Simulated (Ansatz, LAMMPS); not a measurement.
## Aqueous Li+ and Br-, 0.8 mol of salt per kg of water at 280 K (203 atoms): support functions against a reference

Wanted: errors and times of a linear-scaling basis for aqueous Li+ and Br-, 0.8 mol of salt per kg of water at 280 K (203 atoms). A setting counts as converged where the r.m.s. difference of forces stays under 1 % of the r.m.s. force.

Program: Ansatz 0.2.0. Level of theory: Kohn-Sham DFT, PBE+D3(BJ), PAW (set soft_2), plane waves. Values are calculated unless marked as measured.

### Step 1. The system as given

The cell holds 203 atoms: 67 O, 134 H, 1 Li and 1 Br. Its edges and angles: a = 12.704 Å, b = 12.704 Å, c = 12.704 Å, α = 90.0°, β = 90.0°, γ = 90.0°. 67 H2O, 1 Li+, 1 Br- placed at random, at 1.05 g/cm³; overlaps pushed apart, then 10 ps at 420 K with Joung-Cheatham ions (J. Phys. Chem. B 112, 9020 (2008)); SPC/E water (Berendsen, Grigera and Straatsma, J. Phys. Chem. 91, 6269 (1987)). Snapshot after 20 ps at 280 K and fixed volume.

What the set-up can't give: The network of contacts between molecules at the start is that of the classical potential that made the cell, and needn't be the one that DFT or experiment would give. The density was typed from a rule of thumb and may lie off the real one at this temperature. The Brillouin zone is sampled at Γ only, in a cell whose shortest periodic width is 13 Å.

### Step 2. The classical run that made the cell

A classical potential supplies the starting structure, since it reaches far longer times than DFT.

This step: classical MD, Joung-Cheatham ions (J. Phys. Chem. B 112, 9020 (2008)); SPC/E water (Berendsen, Grigera and Straatsma, J. Phys. Chem. 91, 6269 (1987)) (LAMMPS 22 Jul 2025 - Update 4).

in.lmp

```
# aqueous Li+ and Br-, 0.8 mol of salt per kg of water
units real
atom_style full
boundary p p p
bond_style harmonic
angle_style harmonic
dihedral_style opls
improper_style harmonic
special_bonds lj 0 0 0.5 coul 0 0 0.75
read_data data.lmp
neigh_modify delay 0 every 1 check yes one 4000
comm_modify cutoff 12.0
timestep 0.5
thermo_style custom step time temp pe press density
thermo_modify norm yes
# push overlapping molecules apart
pair_style soft 2.6
pair_coeff * * 0.0
variable a equal ramp(1,60)
fix ad all adapt 1 pair soft a * * v_a
velocity all create 420 89318 mom yes dist gaussian
fix lim all nve/limit 0.03
fix lan all langevin 420 420 50 89319 zero yes
thermo 1000
run 3000 post no
unfix ad
pair_style lj/cut/coul/long 9.0
pair_modify mix arithmetic tail yes
pair_coeff 1 1 0.1553 3.1660   # O
pair_coeff 2 2 0.0000 1.0000   # H
pair_coeff 3 3 0.3367 1.4094   # Li
pair_coeff 4 4 0.0270 4.9017   # Br
kspace_style pppm 1.0e-4
thermo 100
# [... 17 lines left out ...]
compute msd all msd com yes
thermo 5000
fix md all nvt temp 280 280 100
run 20000 post no
print "== T280: mean square displacement over the hold $(c_msd[4]:%.2f) A^2"
unfix md
uncompute msd
write_dump all custom T280.dump id type xs ys zs modify sort id
```

Started as:

```sh
$ lmp -in in.lmp -log none -nocite
```

Output:

```text
LAMMPS (22 Jul 2025 - Update 4)
Reading data file ...
  orthogonal box = (0 0 0) to (12.70351 12.70351 12.70351)
  203 atoms
  orthogonal box = (0 0 0) to (12.70351 12.70351 12.70351)
  134 bonds
  67 angles
   Step          Time           Temp          PotEng         Press         Density
         0   0              420            0.21629938     9611.1591      1.0480004
      1000   500            370.52735      0.84000288     29389.339      1.0480004
      2000   1000           439.7021       0.76568552     37807.979      1.0480004
      3000   1500           383.5668       0.7501055      44734.84       1.0480004
Loop time of 0.197791 s on 1 MPI rank(s) for 3000 steps with 203 atoms
PPPM initialization ...
  G vector (1/distance) = 0.30170039
  grid = 8 8 8
  estimated relative force accuracy = 6.8108921e-05
   Step          Time           Temp          PotEng         Press         Density
      3000   1500           383.5668      -0.24899469     36214.826      1.0480004
[... 13 lines left out ...]
      2000   1000           370.08999     -4.0551976      834.95197      1.0480004
Loop time of 1.27974 s on 1 MPI rank(s) for 2000 steps with 203 atoms
   Step          Time           Temp          PotEng         Press         Density
      2000   1000           553.76428     -4.6446409     -1449.7017      1.0480004
[... 5 lines left out ...]
Loop time of 6.92264 s on 1 MPI rank(s) for 10000 steps with 203 atoms
   Step          Time           Temp          PotEng         Press         Density
[... 4 lines left out ...]
Loop time of 3.4273 s on 1 MPI rank(s) for 5000 steps with 203 atoms
   Step          Time           Temp          PotEng         Press         Density
[... 2 lines left out ...]
     25000   24000          257.98592     -4.710747      -3012.9588      1.0480004
     30000   29000          268.94093     -4.8629824     -1311.6953      1.0480004
     35000   34000          285.67708     -4.86526       -710.81155      1.0480004
     37000   36000          318.02023     -4.8982384      1832.0184      1.0480004
Loop time of 13.3805 s on 1 MPI rank(s) for 20000 steps with 203 atoms
== T280: mean square displacement over the hold 19.08 A^2
```

The job ended after 26 s (1 thread of Arm Neoverse V2, shared host; peak memory 0.073 GiB).

The input also reads data.lmp (atoms, bonds and types; not printed here).

### Step 3. Plane-wave single point

This run is the reference for what follows, at a cutoff of 420 eV.

input.yaml

```yaml
crystal:
  lattice:
    - [12.70351, 0.0, 0.0]
    - [0.0, 12.70351, 0.0]
    - [0.0, 0.0, 12.70351]
  atoms:
    - { symbol: O, position: [0.93333, 0.86827, 0.00543] }
    - { symbol: H, position: [0.89175, 0.92464, 0.9695] }
    - { symbol: H, position: [0.88551, 0.82535, 0.0509] }
    - { symbol: O, position: [0.27139, 0.87056, 0.29301] }
    - { symbol: H, position: [0.28891, 0.81246, 0.34315] }
    - { symbol: H, position: [0.32762, 0.87575, 0.23817] }
    - { symbol: O, position: [0.82205, 0.66028, 0.37086] }
    - { symbol: H, position: [0.78997, 0.69377, 0.43447] }
    - { symbol: H, position: [0.83632, 0.58428, 0.3856] }
    - { symbol: O, position: [0.78024, 0.17341, 0.20158] }
    - { symbol: H, position: [0.77136, 0.23821, 0.24538] }
    - { symbol: H, position: [0.72719, 0.1195, 0.22341] }
    - { symbol: O, position: [0.44547, 0.86114, 0.12494] }
    - { symbol: H, position: [0.50048, 0.82012, 0.08637] }
    - { symbol: H, position: [0.47936, 0.92108, 0.16309] }
    - { symbol: O, position: [0.99944, 0.58635, 0.57066] }
    - { symbol: H, position: [0.04729, 0.63793, 0.53534] }
    - { symbol: H, position: [0.95535, 0.55009, 0.51647] }
    - { symbol: O, position: [0.31658, 0.20486, 0.27506] }
    - { symbol: H, position: [0.36007, 0.16625, 0.32812] }
    - { symbol: H, position: [0.25683, 0.15917, 0.25185] }
    - { symbol: O, position: [0.91913, 0.57668, 0.02952] }
    - { symbol: H, position: [0.98748, 0.61189, 0.01263] }
    - { symbol: H, position: [0.88737, 0.54799, 0.96345] }
    - { symbol: O, position: [0.13744, 0.26221, 0.07259] }
    - { symbol: H, position: [0.19066, 0.21175, 0.04398] }
    - { symbol: H, position: [0.07181, 0.22312, 0.09162] }
    - { symbol: O, position: [0.79998, 0.03352, 0.91126] }
    - { symbol: H, position: [0.77203, 0.05322, 0.84036] }
    - { symbol: H, position: [0.74074, 0.00898, 0.95692] }
    - { symbol: O, position: [0.5359, 0.38492, 0.35314] }
    - { symbol: H, position: [0.50848, 0.31835, 0.38497] }
    [... 165 atom lines left out ...]
    - { symbol: H, position: [0.63145, 0.72716, 0.49653] }
    - { symbol: O, position: [0.46742, 0.87709, 0.64927] }
    - { symbol: H, position: [0.51301, 0.85889, 0.58774] }
    - { symbol: H, position: [0.49754, 0.84515, 0.71461] }
    - { symbol: Li, position: [0.14051, 0.94252, 0.31701] }
    - { symbol: Br, position: [0.61479, 0.99765, 0.28056] }
kpoints:
  mp_grid: { grid: [1, 1, 1] }
hamiltonian:
  xc: pbe
  dispersion: d3bj
scf:
  occupations: { method: fixed }
output:
  forces: true
  stress: true
  populations: true
  dos:
    method: { smearing: { sigma: 0.15 } }
    de: 0.1
    projected: { site_lists: { Br: [Br], H: [H], Li: [Li], O: [O] } }
  eigenvalues: true
  write_density: true
  write_potential: true
  volumetric_format: npy
```

Started as:

```sh
$ ansatz run input.yaml --threads 8 --pin off --max-ram 15872MiB --backend cpu --events-out ev --progress --plain --runs-dir out
```

Output:

```text
Engine: ansatz 0.2.0, aarch64-unknown-linux-gnu
Pseudopotentials: kind: paw
Pseudopotential: O, paw, valence charge 6, recommended cutoff 420 eV (normal), O.paw.azcp
Pseudopotential: H, paw, valence charge 1, recommended cutoff 420 eV (normal), H.paw.azcp
Pseudopotential: Li, paw, valence charge 3, recommended cutoff 420 eV (normal), Li.paw.azcp
Pseudopotential: Br, paw, valence charge 7, recommended cutoff 420 eV (normal), Br.paw.azcp
[... 5 lines on functional and potentials left out ...]
Crystal: 203 atoms, lattice volume = 2050.082 Å³
Basis set: ecut = 420 eV, 40099 PW (Γ), exchange–correlation on 180×180×180 points (8 copies of the dense FFT grid, shifted against one another)
Bands: 476, of which v1, the nominal top of the filled ones, is band 273 counted from 1 (272 counted from 0)
Symmetry: 1 space group operations
Space group: P1 (ITA 1), of the structure as read, at distance tolerance 1.3e-4 Å
k-points: 1
[... 9 lines on functional and potentials left out ...]
Initial density: superposition of atomic densities (neutral atoms: chi_scale 0, normalization atom), corrected by the library's trained network
Initial wavefunctions: pseudopotential atomic-orbital guess
Functional: x = pbe(κ = 0.804, μ = 0.219515), c = pbe(β = 0.066725)
SCF iter   1: F=—  HF=-43172.145629 eV  |F-HF|=—  |Δ(HF+E_count)|=         —  Δρ=2.94e-3  dr2=2.19e-1  ethr=1.77e-3  ⟨swp⟩=5.0  Hψ=1671  notcnv=0  defer=198
preconditioner: auto → Resta (q_TF=auto, 2.188 Å⁻¹)  ε∞=2.2  [insulator: Δε(μ)=4.272 eV  Ē_g=17.759 eV  n_scr=364 (ndim 8)  ℏωp=19.1 eV  f_vac=0.279  ε∞_Penn≈2.2]
SCF iter   2: F=—  HF=-43172.024047 eV  |F-HF|=—  |Δ(HF+E_count)|=   1.22e-1  Δρ=1.43e-3  dr2=4.73e-2  ethr=4.01e-5  ⟨swp⟩=2.0  Hψ=753  notcnv=0  defer=201
SCF iter   3: F=—  HF=-43171.985703 eV  |F-HF|=—  |Δ(HF+E_count)|=   3.83e-2  Δρ=6.19e-4  dr2=1.22e-2  ethr=8.66e-6  ⟨swp⟩=3.0  Hψ=554  notcnv=0  defer=201
SCF iter   4: F=—  HF=-43171.981516 eV  |F-HF|=—  |Δ(HF+E_count)|=   4.19e-3  Δρ=1.98e-4  dr2=8.91e-4  ethr=2.23e-6  ⟨swp⟩=3.0  Hψ=554  notcnv=0  defer=201
SCF iter   5: F=—  HF=-43171.981499 eV  |F-HF|=—  |Δ(HF+E_count)|=   1.68e-5  Δρ=9.95e-5  dr2=1.63e-4  ethr=1.63e-7  ⟨swp⟩=2.0  Hψ=554  notcnv=0  defer=201
SCF iter   6: F=—  HF=-43171.981493 eV  |F-HF|=—  |Δ(HF+E_count)|=   6.24e-6  Δρ=2.97e-5  dr2=1.35e-5  ethr=2.98e-8  ⟨swp⟩=2.0  Hψ=542  notcnv=0  defer=200
SCF iter   7: F=—  HF=-43171.981778 eV  |F-HF|=—  |Δ(HF+E_count)|=   2.85e-4  Δρ=8.70e-6  dr2=1.33e-6  ethr=2.48e-9  ⟨swp⟩=2.0  Hψ=749  notcnv=0  defer=196
SCF iter   8: F=—  HF=-43171.981779 eV  |F-HF|=—  |Δ(HF+E_count)|=   5.07e-7  Δρ=4.40e-6  dr2=3.12e-7  ethr=2.43e-10  ⟨swp⟩=2.0  Hψ=551  notcnv=0  defer=196
SCF iter   9: F=-43171.981779 eV  HF=-43171.981779 eV  |F-HF|=2.18e-11  |Δ(HF+E_count)|=   2.03e-8  Δρ=9.75e-7  dr2=1.59e-8  ethr=1.83e-11  ⟨swp⟩=22.0  Hψ=4904  notcnv=0
SCF 1 converged in 9 iterations: F = -43171.981779 eV  dr2 = 1.59e-8
  greatest PAW one-centre occupation: 1.000 electrons in one spin orbital (limit 2), on the Li atom at site 201 (counted from 0), in its partial waves of l = 0
WARN: The input density's exchange-correlation potential varies sharply where the density is thin. Do not read a vacuum level from v_tot or v_xc, or from such a field of the output density. On a cell that repeats whose density bears no net charge and no dipole along the vacuum's axis use v_es (v_loc + v_h of the components); [...]
SCF converged after 9 iterations
Free energy (F): -43171.981779 eV
Harris-Foulkes:  -43171.981779 eV  (|F-HF|=2.18e-11)
Internal energy: -43171.981779 eV  (E = F + TS)
E sigma→0 (E₀):  -43171.981779 eV
Fermi energy:    -2.115674 eV
--- Per-component energies (eV) ---
  E_band       = -5271.991256
  E_kinetic    = 13689.103110
  E_local      = -43676.627335  (includes V_loc(G=0)·N_el)
  E_nonlocal   = 3485.168962
  E_hartree    = 15834.664761
  E_xc         = -6357.615038
  E_vxc        = -7891.063286  (∫ρ·V_xc dr)
  E_paw        = -12966.942705  (= ΣΔE_a)
  E_vpaw       = -2547.915120  (= ΣTr[D̂ρ^β])
  E_aug_tail   = 0.013373  (compensation charges beyond the density's cutoff)
  E_ewald      = -13172.613721
  E_disp       = -7.133186  (pairwise vdW)
  E_smearing   = -0.000000  (= −TS)
  E_closure    = 0.000000  (closes the sum)
  Σ components = -43171.981779   (vs F -43171.981779, Δ=0.00e0)
--- Forces (eV/Å), atoms counted from 1 ---
  atom   1  O     -0.65367968     0.59362697    -0.13742872
  atom   2  H      0.42251560    -0.83549401     0.21489438
  atom   3  H      0.18854210     0.91469313    -0.30763206
  atom   4  O      0.91569401    -0.35500527    -0.12643482
  atom   5  H     -0.00161763     0.65686527    -0.96134259
  atom   6  H     -0.74984709    -0.54006552     0.98147691
  atom   7  O      0.27531446    -0.10096988    -0.27161900
  atom   8  H      0.09929749    -1.08122270    -0.54584328
  atom   9  H     -0.13401215     1.11760259     0.01188623
  atom  10  O      0.14003584    -0.03866560     0.03560122
  atom  11  H     -0.47834629    -0.27103790    -0.30601727
  atom  12  H      0.32980714     0.42100469     0.07461286
  atom  13  O      0.19002393     0.00031533     0.12612544
  atom  14  H     -0.10225204     0.72715126     0.58488745
[...]
atom 202  Li     0.04198733     0.00775834     0.06073262
  atom 203  Br    -0.20045400     0.07031390    -0.06614801
  max |Σ_I F_I| component: 3.54e-5 eV/Å
--- Stress (GPa, compression-positive) ---
       -2.374963       0.113075      -0.431802
        0.113075      -1.799650      -0.107352
       -0.431801      -0.107353      -2.507230
  P = ⅓ Tr σ = -2.2273 GPa (-22.273 kbar)
--- Band table (eV) ---
  k-point 0: bands = ["-43.7965", "-22.0115", "-21.8778", "-21.7164", [... 460 levels ...], "11.0454", "11.0835", "11.1124", "11.1359", "11.1744", "11.1940", "11.2080", "11.2315", "11.2453", "11.2710", "11.3051", "11.3249"]
--- Löwdin populations: 203 sites ---
  site symbol       q [e]
     0      O      6.6917
     1      H      0.6123
     2      H      0.6184
[...]
202     Br      7.5263
  spilling = 0.010723 (of n_electrons = 546.000000)
```

Elapsed: 21 s, on 8 threads of Arm Neoverse V2, shared host; peak memory 2.9 GiB.

The column dr2 measures how far the density is from self-consistency, as an energy; F and HF (Harris–Foulkes) agree once it is small.

The program notes that the exchange-correlation potential is rough where the density is thin.

Numbers from this run:

```
free energy                                      : -43171.9818 eV
free energy per atom                             : -212.6699 eV/atom
SCF cycles                                       : 9
pressure                                         : -2.227 GPa
r.m.s. force component                           : 0.48 eV/Å
longest force                                    : 1.525 eV/Å
Fermi energy                                     : -2.116 eV
gap (highest filled to lowest empty level) : 4.071 eV
spilling of the projection                       : 0.01072
```

Neighbours are counted within 1.21 Å (H-O), 2.38 Å (O-Li).

Length of the force by element and coordination:

```csv
element,coordination,atoms,mean length of the force (eV/Å),spread,least,most
Br,all,1,0.223,0,0.223,0.223
H,all,134,0.844,0.299,0.223,1.53
Li,all,1,0.0742,0,0.0742,0.0742
O,all,67,0.649,0.264,0.150,1.45
O,2,63,0.635,0.265,0.150,1.45
O,3,4,0.864,0.0975,0.716,0.990
```

Löwdin charges by element and coordination (they lack the spilled electrons, 0.029 e an atom on average):

```csv
element,coordination,atoms,mean charge (e),spread,least,most
Br,all,1,-0.526,0,-0.526,-0.526
H,all,134,0.388,0.0098,0.355,0.417
Li,all,1,0.775,0,0.775,0.775
O,all,67,-0.691,0.0226,-0.760,-0.628
O,2,63,-0.689,0.0207,-0.743,-0.628
O,3,4,-0.725,0.0255,-0.760,-0.689
```

Density of states as counts of states in windows of 1 eV (from the Fermi level), total and the larger projections:

| from (eV) | to (eV) | total | O p | H s |
| --- | --- | --- | --- | --- |
| -10 | -9 | 0.0 | 0.0 | 0.0 |
| -9 | -8 | 3.5 | 2.4 | 1.1 |
| -8 | -7 | 58.5 | 40.2 | 17.2 |
| -7 | -6 | 64.8 | 45.2 | 18.7 |
| -6 | -5 | 7.7 | 5.4 | 2.1 |
| -5 | -4 | 28.0 | 21.5 | 3.2 |
| -4 | -3 | 49.6 | 40.2 | 4.0 |
| -3 | -2 | 50.6 | 44.2 | 2.1 |
| -2 | -1 | 83.9 | 80.4 | 0.6 |
| -1 | 0 | 59.8 | 54.8 | 0.3 |
| 0 | 1 | 1.6 | 1.6 | 0.0 |
| 1 | 3 | 0.0 | 0.0 | 0.0 |
| 3 | 4 | 0.6 | 0.0 | 0.4 |
| 4 | 5 | 1.5 | 0.0 | 0.9 |

With fixed occupations the program's Fermi level is the highest filled level; weight inside the gap is the broadening of levels at its edges.

Between -26 and -10 eV lie 136 more states.

The levels nearest the highest filled one (over half full), pooled over k-points and spins:

```csv
level less the highest filled one (eV),occupation
-0.304,2
-0.252,2
-0.206,2
-0.149,2
-0.0328,2
0,2
4.07,0
5.21,0
5.32,0
5.36,0
5.44,0
5.54,0
```

Electrostatic potential energy in the bc plane at fractional x = 0.152, with atoms of O and H and Li within 0.2 Å of it. With pseudopotentials it is smooth inside the atoms' cores, unlike the true potential.

Ten even steps from '0' (-29 eV) to '9' (5 eV), each cell a mean:
```
9986589999999999998899999986789999999
9985378999999999999999999999999999999
9998889999999999999999999999999999999
9999999999999999999999999877789999999
9999999999988999999999999840127999999
8437899999888999999999999974127999999
8227899999877899999999999999788999999
9889999999988877999999999999999999999
9999999999998200488999999999999999999
9999999999997000357999999999999999899
9999999989984026888999999998899995269
3679998768887579999999998424899996101
0689999878876889999999995000899999300
6999999999732458999999998437999999843
9999999899966206899998899999999999878
8997777899999778963477899999999997213
7961037899999999952478899999999996203
8972159999999999987899999999999998767
9998889999999999988899999999999999999
9999999999999999999999999999999999989
8999999997789989889999999999999997102
7889999840028878668999999999999971001
8768998721139999888999999986799986778
9888899877799999987899999850288999999
```
Columns run along b (12.7 Å; values clipped at the 3rd and 97th percentile), rows up along c (12.7 Å). Atoms in or near the plane, at fractional coordinates: O at (0.26, 0.07), H at (0.04, 0.73), H at (0.74, 0.00), H at (0.37, 0.39), O at (0.97, 0.47), H at (0.92, 0.53), O at (0.39, 0.61), H at (0.35, 0.54), Li at (0.94, 0.32).

Valence density in the bc plane at fractional x = 0.152, with atoms of O and H and Li within 0.2 Å of it. It is the smooth field of the valence electrons, not physical close to the nuclei.

Values in e/Å³, 13 rows by 16 columns, each cell a mean:
```
0.1 0.4 0.2 0.0 0.0 0.0 0.0 0.0 0.1 0.0 0.1 0.2 0.2 0.0 0.0 0.0
0.0 0.1 0.0 0.0 0.1 0.1 0.0 0.0 0.0 0.0 0.0 0.1 0.2 0.0 0.0 0.0
0.2 0.2 0.1 0.1 0.3 0.2 0.0 0.0 0.0 0.0 0.0 0.9 2.2 0.4 0.0 0.0
0.5 0.6 0.1 0.0 0.2 0.2 0.1 0.0 0.0 0.0 0.0 0.3 0.8 0.2 0.0 0.0
0.0 0.1 0.0 0.0 0.0 0.8 3.2 0.6 0.0 0.0 0.0 0.0 0.1 0.1 0.0 0.0
0.1 0.0 0.1 0.1 0.1 0.9 2.2 0.5 0.1 0.0 0.1 0.2 0.1 0.1 0.3 0.4
1.5 0.1 0.1 0.2 0.3 0.5 0.1 0.0 0.0 0.0 1.1 3.2 0.5 0.0 0.7 4.1
0.4 0.0 0.0 0.1 0.7 1.4 0.4 0.1 0.1 0.1 0.4 1.2 0.2 0.0 0.2 1.2
0.2 1.1 0.8 0.1 0.1 0.2 0.2 1.0 1.3 0.2 0.0 0.0 0.0 0.0 0.5 2.1
0.2 1.8 1.1 0.1 0.0 0.0 0.0 0.4 0.5 0.1 0.0 0.0 0.0 0.0 0.1 0.4
0.1 0.1 0.1 0.1 0.1 0.0 0.1 0.1 0.1 0.0 0.0 0.0 0.0 0.0 0.3 0.7
0.4 0.1 0.1 0.9 2.9 0.6 0.3 0.7 0.2 0.0 0.0 0.0 0.0 0.1 1.5 3.4
0.2 0.3 0.2 0.8 1.9 0.4 0.1 0.3 0.2 0.0 0.1 0.6 0.4 0.1 0.2 0.3
```
Columns run along b (12.7 Å), rows up along c (12.7 Å). Atoms in or near the plane, at fractional coordinates: O at (0.26, 0.07), H at (0.04, 0.73), H at (0.74, 0.00), H at (0.37, 0.39), O at (0.97, 0.47), H at (0.92, 0.53), O at (0.39, 0.61), H at (0.35, 0.54), Li at (0.94, 0.32).

Mean Löwdin charges: Br -0.53, H +0.39, Li +0.78, O -0.69 e (they miss 1.1 % of the electrons, so they add up to more than the cell's charge). The largest share in the top eV of filled states is O p (93 % of the projected weight), and in the lowest eV of empty states H s (69 % of the projected weight).

(Part 1 of 2 ends here.)

[Long decimals in the printed logs are rounded to 6 places.]

[Logs are printed without paths, hosts, clocks, repeated set-up lines and the standing remarks that a program may print on its own settings, such as how far it seeks lower states.]

[Hosts, paths, dates, database ids (printed as entryN), source tags and the programs' standing remarks are cut or masked in the printed files.]
